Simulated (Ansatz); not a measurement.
# PrSn3: which shell does photoemission see at 21.2 and 150 eV? (LDA)

The valence band of PrSn3 mixes several shells. Work out by hand which one leads the spectrum's area at each photon energy.

Filled states come from the projected DOS of Ansatz 0.2.0 (LDA+U, plane waves); cross sections σ and asymmetry parameters β are those of free atoms in a Dirac–Hartree–Slater calculation. A shell's area is states × σ × angular factor, which is 1 − β·P₂(cos θ)/2 for unpolarised light, with θ = 90° from the beam and P₂ = -0.500.

**At 21.2 eV** (states counted from 11.2 eV below the zero; other shells add 0.071 to the products' sum of 17.2):

```
shell  filled states a cell  cross section (Mb an electron)     β  angular factor  product  share by hand (%)  share in the simulated spectrum (%)
Pr 5p                  0.00                               0  0.00            1.00        0                  0                                    0
Pr 5d                  2.94                            2.67  0.74            1.19     9.28                 54                                   54
Pr 4f                  2.12                           0.476  1.12            1.28     1.29                  8                                    8
Sn 5p                  6.91                           0.643  1.90            1.47     6.55                 38                                   38
Sn 4d                  0.03                               0  0.00            1.00        0                  0                                    0
```

**At 150 eV** (states counted from 23.1 eV below the zero; other shells add 0.14 to the products' sum of 2.62):

| shell | filled states a cell | cross section (Mb an electron) | β | angular factor | product | share by hand (%) | share in the simulated spectrum (%) |
| --- | --- | --- | --- | --- | --- | --- | --- |
| Pr 5p | 5.81 | 0.0307 | 0.20 | 1.05 | 0.187 | 7 | 7 |
| Pr 5d | 2.97 | 0.00572 | -0.60 | 0.85 | 0.0144 | 1 | 1 |
| Pr 4f | 2.12 | 0.569 | 0.52 | 1.13 | 1.36 | 52 | 52 |
| Sn 5p | 7.08 | 0.00772 | 0.52 | 1.13 | 0.0617 | 2 | 2 |
| Sn 4d | 29.97 | 0.0356 | -0.77 | 0.81 | 0.863 | 33 | 33 |

Pr 5d leads at 21.2 eV and Pr 4f at 150 eV. Between the two energies σ of Pr 5d changes by a factor 0.0021 and that of Pr 4f by 1.2, so their ratio moves 557-fold in favour of the second. The simulated spectrum uses the same rule on the energy-resolved DOS, so the two share columns agree within a few points.

Only crystals where the two columns agree within 4 points and the lead is clear are worked in this form. Free-atom cross sections ignore the solid's final states, no escape depth or background enters, and the count of states a shell hangs on the projection.

[Logs are printed without paths, hosts, clocks, repeated set-up lines and the standing remarks that a program may print on its own settings, such as how far it seeks lower states.]
